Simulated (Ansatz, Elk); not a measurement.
**Mo3SeS2: X-ray structure factors from the self-consistent density**

Structure refinements treat a crystal as free atoms side by side. For a made-up structure of Mo3SeS2 (cell and positions from a r2SCAN relaxation) the runs below show what the calculated density changes in F(hkl).

Method: DFT, PBE, all-electron APW+lo, Dirac cores, scalar-relativistic bands, static density, no spin, in Elk 11.2.3 (patched build).

The structure was built from a prototype and need not be the compound's stable phase.

**1. The structure**

Symmetry: R-3m, No. 166, trigonal system. The conventional cell has a = 3.941 Å, b = 3.941 Å, c = 21.874 Å, α = 90.00°, β = 90.00°, γ = 120.00°. Nearest to Mo lie 3 Se at 2.53 Å and 1 Mo at 2.54 Å and 3 S at 2.65 Å. Nearest to Mo lie 2 Mo at 2.54 Å and 6 S at 2.56 Å. Nearest to Se lie 6 Mo at 2.53 Å. S has 6 Mo at 2.56 to 2.65 Å nearest. Farther neighbours and most contacts between anions are not listed.

As a file:

```cif
data_structure
_symmetry_space_group_name_H-M 'R-3m:H'
_symmetry_Int_Tables_number 166
_cell_length_a 3.9408
_cell_length_b 3.9408
_cell_length_c 21.8739
_cell_angle_alpha 90.000
_cell_angle_beta 90.000
_cell_angle_gamma 120.000
_cell_volume 294.19
loop_
_atom_site_label
_atom_site_type_symbol
_atom_site_symmetry_multiplicity
_atom_site_Wyckoff_symbol
_atom_site_fract_x
_atom_site_fract_y
_atom_site_fract_z
_atom_site_occupancy
Mo1 Mo 6 c 0.66667 0.33333 0.94936 1
Mo2 Mo 3 b 0.66667 0.33333 0.83333 1
Se1 Se 3 a 0.00000 0.00000 0.00000 1
S1 S 6 c 0.00000 0.00000 0.77951 1
```

**2. Ground state and structure factors**

An all-electron density is needed, since X-rays see the cores too. Task 0 finds the density and task 195 Fourier-transforms it; tshift is off so that phases refer to the origin typed.

Input file elk.in:

```
tasks
  0
  195

xctype
  20

spinpol
  .false.

rgkmax
  7.0

gmaxvr
  14.0

lmaxo
  7

lmaxapw
  8

swidth
  0.002

tshift
  .false.

ramdisk
  .false.

hmaxvr
  5.5

maxscl
  120

epspot
  1e-06

sppath
  './'

avec
  3.72350422050 2.14976616403 13.77856855546
  -3.72350422050 2.14976616403 13.77856855546
  0.00000000000 -4.29953232807 13.77856855546

atoms
  3
  'Mo.in'
  3
  0.6160247593 0.6160247593 0.6160247593   0.000000 0.000000 0.000000
  0.3839752407 0.3839752407 0.3839752407   0.000000 0.000000 0.000000
  0.5000000000 0.5000000000 0.5000000000   0.000000 0.000000 0.000000
  'Se.in'
  1
  -0.0000000000 -0.0000000000 -0.0000000000   0.000000 0.000000 0.000000
  'S.in'
  2
  0.7795084806 0.7795084806 0.7795084806   0.000000 0.000000 0.000000
  0.2204915194 0.2204915194 0.2204915194   0.000000 0.000000 0.000000

ngridk
  7 7 7
```

On the command line:

```
OMP_NUM_THREADS=4 elk
```

Numbers of over 12 decimals in the logs are rounded to 6 here.

The log of the run:

```text
┌─────────────────────────┐
│ Elk code version 11.2.3 │
└─────────────────────────┘

All units are atomic (Hartree, Bohr, etc.)

┌─────────────────────────────────────────────────┐
│ Ground-state run starting from atomic densities │
└─────────────────────────────────────────────────┘

Lattice vectors :
   3.723504221       2.149766164       13.77856856
  -3.723504221       2.149766164       13.77856856
   0.000000000      -4.299532328       13.77856856

Reciprocal lattice vectors :
  0.8437193750      0.4871216083      0.1520038235
 -0.8437193750      0.4871216083      0.1520038235
 -0.2894813772E-17 -0.9742432165      0.1520038235

Unit cell volume      :    661.7568193
Brillouin zone volume :   0.3748359008

Muffin-tin inner radius fraction :   0.1000000000E-01

Nuclei treated as point charges

Species : 1 (Mo)
 parameters loaded from : Mo.in
 name : molybdenum
 nuclear charge    :   -42.00000000
 electronic charge :    42.00000000
 atomic mass :    174887.9214
 muffin-tin radius :    2.352630115
 number of radial points in muffin-tin :   1193
 inner part over the whole radius :   0.9921011307E-02
 number on inner part of muffin-tin    :    846
 approximate nuclear radius :   0.8334154960E-04
 number of mesh points to nuclear radius :    422
 atomic positions (lattice), magnetic fields (Cartesian) :
  1 :  -0.38397524 -0.38397524 -0.38397524    0.00000000  0.00000000  0.00000000
  2 :   0.38397524  0.38397524  0.38397524    0.00000000  0.00000000  0.00000000
  3 :   0.50000000  0.50000000  0.50000000    0.00000000  0.00000000  0.00000000

Species : 2 (Se)
 parameters loaded from : Se.in
 name : selenium
 nuclear charge    :   -34.00000000
 electronic charge :    34.00000000
 atomic mass :    143935.2749
 muffin-tin radius :    2.379415743
 number of radial points in muffin-tin :    993
 inner part over the whole radius :   0.9843780309E-02
 number on inner part of muffin-tin    :    702
 approximate nuclear radius :   0.7785908700E-04
 number of mesh points to nuclear radius :    343
 atomic positions (lattice), magnetic fields (Cartesian) :
  1 :   0.00000000  0.00000000  0.00000000    0.00000000  0.00000000  0.00000000

Species : 3 (S)
 parameters loaded from : S.in
 name : sulphur
 nuclear charge    :   -16.00000000
 electronic charge :    16.00000000
 atomic mass :    58450.91931
 muffin-tin radius :    2.200000000
 number of radial points in muffin-tin :    793
 inner part over the whole radius :   0.9890556315E-02
 number on inner part of muffin-tin    :    554
 approximate nuclear radius :   0.6195814986E-04
 number of mesh points to nuclear radius :    251
 atomic positions (lattice), magnetic fields (Cartesian) :
  1 :  -0.22049152 -0.22049152 -0.22049152    0.00000000  0.00000000  0.00000000
  2 :   0.22049152  0.22049152  0.22049152    0.00000000  0.00000000  0.00000000

Total number of atoms per unit cell :    6
Total muffin-tin volume :    309.2660910
 ratio of muffin-tin to unit cell volume :   0.4673409959

Spin treatment :
 spin-unpolarised

Number of Bravais lattice symmetries :   12
Number of crystal symmetries         :   12
Crystal has inversion symmetry
Real symmetric eigensolver will be used

k-point grid :      7     7     7
k-point offset :    0.000000000       0.000000000       0.000000000
k-point set is reduced with full crystal symmetry group
Total number of k-points :       44

Muffin-tin radius times maximum |G+k| :    7.000000000
 using average radius
Maximum |G+k| for APW functions       :    3.035272887
Maximum (1/2)|G+k|²                   :    4.606440751
Maximum |G| for potential and density :    14.00000000
Constant for pseudocharge density :    8
 order of it for each species :   15  15  15
 order of it for pair densities of each species (exact exchange by exxq0 0: 16) :   10  10   8
Radial integration step length :    1

G-vector grid sizes :     70    70    70
Number of G-vectors :    30697

Maximum angular momentum used for
 APW functions            :    8
 outer part of muffin-tin :    7
[...]
Madelung                    :     -18598.249964860
 xc potential                :     -668.52304529360
 exchange                    :     -501.07305412084
 correlation                 :     -9.594588
 electron entropic           :    -0.17302265203742E-02
 total energy                :     -15379.584372997

Density of states at Fermi energy :    129.9525428
 (states/Hartree/unit cell)

Estimated indirect band gap :   0.6116429683E-03
 from k-point 27 to k-point 20
Estimated direct band gap   :   0.2004867843E-02
 at k-point 9

Charges :
 core                        :    122.0000000
 valence                     :    70.00000000
 interstitial                :    11.08335109
 muffin-tins (core leakage)
  species : 1 (Mo)
[...]
species : 2 (Se)
[...]
species : 3 (S)
[...]
total in muffin-tins        :    180.9166489
 total calculated charge     :    191.9988618
 total charge                :    192.0000000
 error                       :   0.1138167971E-02

RMS change in Kohn-Sham potential (target) :   0.2721787189     (  0.1000000000E-05)
Absolute change in total energy (target)   :   0.2867814401     (  0.1000000000E-03)

[... loops 3 to 16 left out ...]

┌──────────────────┐
│ Loop number : 17 │
└──────────────────┘

Energies :
 Fermi                       :     0.400609
 sum of occupied eigenvalues :     -9062.4607033806
 electron kinetic            :      15885.339516908
 core electron kinetic       :      15361.575041611
 Coulomb                     :     -30751.429603303
 Coulomb potential           :     -24282.051203734
 nuclear-nuclear             :     -1898.2634847286
 electron-nuclear            :     -33472.062198943
 Hartree                     :      4618.8960803688
 Madelung                    :     -18610.404001435
 xc potential                :     -665.74901655428
 exchange                    :     -501.67344745846
 correlation                 :     -9.593432
 electron entropic           :    -0.15547316160878E-02
 total energy                :     -15377.358520977

Density of states at Fermi energy :    112.5584154
 (states/Hartree/unit cell)

Estimated indirect band gap :   0.8771248390E-03
 from k-point 11 to k-point 1
Estimated direct band gap   :   0.6339294124E-02
 at k-point 5

Charges :
 core                        :    122.0000000
 valence                     :    70.00000000
 interstitial                :    10.56801396
 muffin-tins (core leakage)
  species : 1 (Mo)
[...]
species : 2 (Se)
[...]
species : 3 (S)
[...]
total in muffin-tins        :    181.4319860
 total calculated charge     :    191.9989021
 total charge                :    192.0000000
 error                       :   0.1097852033E-02

RMS change in Kohn-Sham potential (target) :   0.2565699563E-06 (  0.1000000000E-05)
Absolute change in total energy (target)   :   0.7417855159E-04 (  0.1000000000E-03)

Convergence targets achieved

┌──────────────────┐
│ Loop number : 18 │
└──────────────────┘

Energies :
 Fermi                       :     0.400609
 sum of occupied eigenvalues :     -9062.4606731932
 electron kinetic            :      15885.339539677
 core electron kinetic       :      15361.575053224
 Coulomb                     :     -30751.429601155
 Coulomb potential           :     -24282.051201808
 nuclear-nuclear             :     -1898.2634847286
 electron-nuclear            :     -33472.062195865
 Hartree                     :      4618.8960794386
 Madelung                    :     -18610.404000251
 xc potential                :     -665.74901106278
 exchange                    :     -501.67344746627
 correlation                 :     -9.593432
 electron entropic           :    -0.15547315717593E-02
 total energy                :     -15377.358496052

Density of states at Fermi energy :    112.5584106
 (states/Hartree/unit cell)

Estimated indirect band gap :   0.8771199756E-03
 from k-point 11 to k-point 1
Estimated direct band gap   :   0.6339293830E-02
 at k-point 5

Charges :
 core                        :    122.0000000
 valence                     :    70.00000000
 interstitial                :    10.56801349
 muffin-tins (core leakage)
  species : 1 (Mo)
[...]
species : 2 (Se)
   atom 1                    :    32.77145827     (  0.6817276680E-04)
  species : 3 (S)
   atom 1                    :    14.58018578     (  0.6957885701E-04)
   atom 2                    :    14.58018578     (  0.6957885701E-04)
 total in muffin-tins        :    181.4319865
 total calculated charge     :    191.9989021
 total charge                :    192.0000000
 error                       :   0.1097852073E-02

┌──────────────────────────────┐
│ Self-consistent loop stopped │
└──────────────────────────────┘

Wrote STATE.OUT
```

Run time: 60 s. Hardware: 4 threads of Arm Neoverse V2, shared host; peak memory 0.27 GiB.

SFACRHO.OUT:

```text

h k l indices transformed by vhmat matrix:
   1.000000000       0.000000000       0.000000000    
   0.000000000       1.000000000       0.000000000    
   0.000000000       0.000000000       1.000000000    

      h      k      l  multipl.   |H|            Re(F)            Im(F)           |F|

      0      0      0      1   0.0000000       192.00000      0.82909450E-16   192.00000    
      1      1      1      2  0.45601147       23.060452     -0.50510464E-13   23.060452    
      2      2      2      2  0.91202294       30.536859      0.96429068E-13   30.536859    
      0     -1      0      6  0.98602992      -55.536913      0.10331686E-13   55.536913    
      0     -1     -1      6   1.0205736       49.294413     -0.22959302E-13   49.294413    
      1      1      2      6   1.1484043       13.104219      0.43622673E-13   13.104219    
      2      2      1      6   1.2356290       71.547856     -0.37882848E-13   71.547856    
     -3     -3     -3      2   1.3680344      -46.705864     -0.31856031E-13   46.705864    
      3      2      2      6   1.4426721      -50.837035     -0.85523399E-13   50.837035    
      2      3      3      6   1.5581657       114.72475      0.81505521E-13   114.72475    
     -1      1      0      6   1.6874387       135.63965      0.60653208E-16   135.63965    
      0     -2     -1     12   1.7479691       18.885744      0.42474708E-13   18.885744    
      3      4      3      6   1.8054545       90.477154     -0.35586918E-13   90.477154    
     -4     -4     -4      2   1.8240459      -4.0261753     -0.16415901E-12   4.0261753    
      3      2      1     12   1.9181333       25.079111      0.80357556E-13   25.079111    
     -3     -4     -4      6   1.9351678      -11.966667      0.66007993E-13   11.966667    
     -1     -1      1      6   1.9544064      -44.416660      0.21811337E-13   44.416660    
      0     -2      0      6   1.9720598       41.334475     -0.18367441E-13   41.334475
```

Elk indexes on the primitive cell of elk.in and gives |H| = 4π sin θ/λ in inverse bohr. Below, one row stands for each form hkl of the conventional cell (m members, Friedel mates merged), F is for one primitive cell and the density is static (no thermal factor). Free-atom factors are Waasmaier and Kirfel's, and R is Σm||F|−|F'||/Σm|F|.

| hkl | m | sin θ/λ (Å⁻¹) | abs F, DFT | neutral atoms | diff. |
| --- | --- | --- | --- | --- | --- |
| 003 | 2 | 0.069 | 23.061 | 23.070 | -0.009 |
| 006 | 2 | 0.137 | 30.537 | 30.573 | -0.036 |
| 101 | 6 | 0.148 | 55.537 | 55.730 | -0.194 |
| 012 | 6 | 0.153 | 49.294 | 49.480 | -0.185 |
| 104 | 6 | 0.173 | 13.104 | 12.786 | +0.318 |
| 015 | 6 | 0.186 | 71.548 | 71.462 | +0.086 |
| 009 | 2 | 0.206 | 46.706 | 47.603 | -0.898 |
| 107 | 6 | 0.217 | 50.837 | 51.218 | -0.381 |
| 018 | 6 | 0.234 | 114.725 | 115.437 | -0.712 |
| 110 | 6 | 0.254 | 135.640 | 136.111 | -0.471 |
| 113 | 12 | 0.263 | 18.886 | 19.021 | -0.136 |
| 1 0 10 | 6 | 0.272 | 90.477 | 90.983 | -0.506 |
| 0 0 12 | 2 | 0.274 | 4.026 | 3.895 | +0.131 |
| 116 | 12 | 0.288 | 25.079 | 25.236 | -0.157 |

**3. The highest occupied states alone**

An energy window below the Fermi level keeps the highest occupied states, to see at which angles they scatter; shallow core shells can lie inside it and anion s states outside. No new self-consistency is needed.

Changes to elk.in since step 2:

```diff
@@ -1,3 +1,2 @@
 tasks
-  0
   195
@@ -40,2 +39,5 @@
 
+wsfac
+  0.033120 0.700610
+
 sppath
```

On the command line:

```
OMP_NUM_THREADS=4 elk
```

The log of the run:

```text
┌─────────────────────────────────┐
│ Elk code version 11.2.3 started │
└─────────────────────────────────┘

Info(readinput): the functional depends on the density's gradient
 muffin-tin radial points multiplied by    2.00000
 (not where nrmtscf is given)

┌────────────────────┐
│ Current task : 195 │
└────────────────────┘
Info(checkmt): changed muffin-tin radius of species 1 (Mo) from   2.6000 to   2.3526
Info(checkmt): changed muffin-tin radius of species 2 (Se) from   2.4000 to   2.3794

Info(sfacrho): density structure factors written to SFACRHO.OUT

 Energy window :   0.3312000000E-01  0.7006100000

┌──────────────────┐
│ Elk code stopped │
└──────────────────┘
```

The job ended after 12 s (4 threads; peak memory 0.19 GiB).

States within 10 eV below the Fermi level hold 30.00 electrons; any levels below the window count with the cores. Their amplitudes can exceed the total, where window and core parts have opposite phase:

| hkl | sin θ/λ (Å⁻¹) | abs F, window | abs F, all |
| --- | --- | --- | --- |
| 003 | 0.069 | 0.420 | 23.061 |
| 006 | 0.137 | 0.821 | 30.537 |
| 101 | 0.148 | 3.735 | 55.537 |
| 012 | 0.153 | 0.826 | 49.294 |
| 104 | 0.173 | 1.705 | 13.104 |
| 015 | 0.186 | 4.226 | 71.548 |
| 009 | 0.206 | 0.618 | 46.706 |
| 107 | 0.217 | 2.799 | 50.837 |
| 018 | 0.234 | 2.477 | 114.725 |
| 110 | 0.254 | 2.935 | 135.640 |

**4. Another functional**

The difference from free atoms is small, so it is set against the change that LDA (Perdew-Wang) makes.

Changes to elk.in since step 3:

```diff
@@ -1,2 +1,3 @@
 tasks
+  0
   195
@@ -4,3 +5,3 @@
 xctype
-  20
+  3
 
@@ -39,5 +40,2 @@
 
-wsfac
-  0.033120 0.700610
-
 sppath
```

On the command line:

```
OMP_NUM_THREADS=4 elk
```

The log of the run:

```text
┌─────────────────────────┐
│ Elk code version 11.2.3 │
└─────────────────────────┘

All units are atomic (Hartree, Bohr, etc.)

┌─────────────────────────────────────────────────┐
│ Ground-state run starting from atomic densities │
└─────────────────────────────────────────────────┘

Lattice vectors :
   3.723504221       2.149766164       13.77856856
  -3.723504221       2.149766164       13.77856856
   0.000000000      -4.299532328       13.77856856

Reciprocal lattice vectors :
  0.8437193750      0.4871216083      0.1520038235
[...]
interstitial                :    10.58265211
 muffin-tins (core leakage)
  species : 1 (Mo)
[...]
species : 2 (Se)
[...]
species : 3 (S)
   atom 1                    :    14.56154758     (  0.6327098886E-04)
   atom 2                    :    14.56154758     (  0.6327098886E-04)
 total in muffin-tins        :    181.4173479
 total calculated charge     :    191.9989652
 total charge                :    192.0000000
 error                       :   0.1034779853E-02

┌──────────────────────────────┐
│ Self-consistent loop stopped │
└──────────────────────────────┘

Wrote STATE.OUT
[key lines of the parts left out:]
total energy                :     -15359.380631763
```

The job ended after 37 s (4 threads; peak memory 0.21 GiB).

Against the first run R = 0.05 %; the largest change is -0.054 at 410.

**5. Basis size**

A smaller basis shows how fast F responds to it; the change is likely larger than the basis error of the first run, but doesn't show convergence.

Changes to elk.in since step 4:

```diff
@@ -5,3 +5,3 @@
 xctype
-  3
+  20
 
@@ -11,3 +11,3 @@
 rgkmax
-  7.0
+  5.5
```

On the command line:

```
OMP_NUM_THREADS=4 elk
```

The log of the run:

```text
┌─────────────────────────┐
│ Elk code version 11.2.3 │
└─────────────────────────┘

All units are atomic (Hartree, Bohr, etc.)

┌─────────────────────────────────────────────────┐
│ Ground-state run starting from atomic densities │
└─────────────────────────────────────────────────┘

Lattice vectors :
   3.723504221       2.149766164       13.77856856
  -3.723504221       2.149766164       13.77856856
   0.000000000      -4.299532328       13.77856856

Reciprocal lattice vectors :
  0.8437193750      0.4871216083      0.1520038235
[...]
interstitial                :    10.94973598
 muffin-tins (core leakage)
  species : 1 (Mo)
[...]
species : 2 (Se)
[...]
species : 3 (S)
   atom 1                    :    14.54223552     (  0.6918280228E-04)
   atom 2                    :    14.54223552     (  0.6918280228E-04)
 total in muffin-tins        :    181.0502640
 total calculated charge     :    191.9994532
 total charge                :    192.0000000
 error                       :   0.5467587026E-03

┌──────────────────────────────┐
│ Self-consistent loop stopped │
└──────────────────────────────┘

Wrote STATE.OUT
[key lines of the parts left out:]
total energy                :     -15377.129049858
```

Elapsed: 51 s, on 4 threads; peak memory 0.27 GiB.

Against the first run R = 0.06 %; the largest change is +0.166 at 0 0 18.

**6. Settings against the effect**

| run | R against the first run (%) | R against neutral atoms, low angle (%) | wall time |
| --- | --- | --- | --- |
| PBE, rgkmax 7 | 0.00 | 0.53 | 60 s |
| LDA (Perdew-Wang) | 0.05 | 0.53 | 37 s |
| rgkmax 5.5 | 0.06 | 0.57 | 51 s |

**7. What came out**

```
R against neutral atoms, sin θ/λ < 0.3 Å⁻¹ : 0.53 %
R against neutral atoms, 0.3 to 0.73 Å⁻¹   : 0.38 %
```

In words: Independent neutral atoms miss the calculated amplitudes by R = 0.53 % below 0.3 Å⁻¹ and 0.38 % from there to 0.73 Å⁻¹; by shells, 0.28 % below 0.15 Å⁻¹ (3 forms), 0.56 % 0.15 to 0.3 (14 forms), 0.46 % 0.3 to 0.45 (26 forms), 0.36 % above 0.45 (106 forms). Bonding, aspherical density and the tables' own atoms all enter these figures, and the runs don't part them. The largest change of an amplitude is -0.90 electrons, at 009. The window's part falls from 30.0 electrons at the origin to at most 0.42 between 0.45 and 0.73 Å⁻¹. Below 0.3 Å⁻¹ the changes that finished (LDA (Perdew-Wang) and rgkmax 5.5) move F by R = 0.08 % at most, against the 0.53 % that separates it from free atoms. The k-mesh has no finished test. These runs have no spin, though d or f shells may be open. Part of the difference isn't bonding: the tables are fits to free atoms and ions calculated by other methods than this functional. Thermal motion, anomalous dispersion and extinction are left out.

[Logs are printed without paths, hosts, clocks, repeated set-up lines and the standing remarks that a program may print on its own settings, such as how far it seeks lower states.]

[Hosts, paths, dates, database ids (printed as entryN), source tags and the programs' standing remarks are cut or masked in the printed files.]
